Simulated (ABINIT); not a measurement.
Planning a run of ABINIT 10.8.3 on MgO2 (R-3m). The input:

```
acell 3*1.0 Angstrom
rprim 
  1.604761016024 0.926509204586 3.493978874900
  -1.604761016024 0.926509204586 3.493978874900
  0.000000000000 -1.853018409173 3.493978874900
ntypat 2
znucl 12 8
natom 3
typat 1 2 2
xred 
  0.000000000000 0.000000000000 0.000000000000
  0.428786000000 0.428786000000 0.428786000000
  0.571214000000 0.571214000000 0.571214000000
pp_dirpath "pseudos"
pseudos "Mg.upf, O.upf"
ecut 38
ngkpt 4 4 4
nshiftk 1
shiftk 0 0 0
kptopt 1
chksymbreak 0
istwfk *1
occopt 1
irdwfk 1
optdriver 3
nband 48
ecuteps 4.8
inclvkb 2
awtr 1
symchi 1
indata_prefix "in"
outdata_prefix "out"
tmpdata_prefix "tmp"
```

```sh
OMP_NUM_THREADS=1 mpirun -n 8 abinit run.abi > log
```

Q: Estimate wall time and host memory on 8 MPI ranks of Intel Xeon Platinum 8375C at 2.90GHz (Ice Lake), shared host.

It took 30 s; on shared hardware allow 15 s to 60 s. Peak host memory was 1.1 GiB.

[Paths, hosts, dates, memory and timing lines, banners, echoed tables and standing remarks are left out of the program output.]

[Logs are printed without paths, hosts, clocks, repeated set-up lines and the standing remarks that a program may print on its own settings, such as how far it seeks lower states.]

[Runs of the session that timed out or met a known fault of the program may be left out.]

[No measured gap is set beside runs whose start may be inverted or whose files or cutoffs have a known fault.]

[Hosts, paths, dates, database ids (printed as entryN), source tags and the programs' standing remarks are cut or masked in the printed files.]

[G0W0 gaps are taken among the corrected bands and points alone; a level outside them can change the order at an edge.]

[Where Ansatz stands beside ABINIT at settings called matched, ABINIT's density can come from a denser mesh and the files from another edition; pairs whose starting gaps differed by over 0.03 eV were left out, so agreement reads better than it is.]
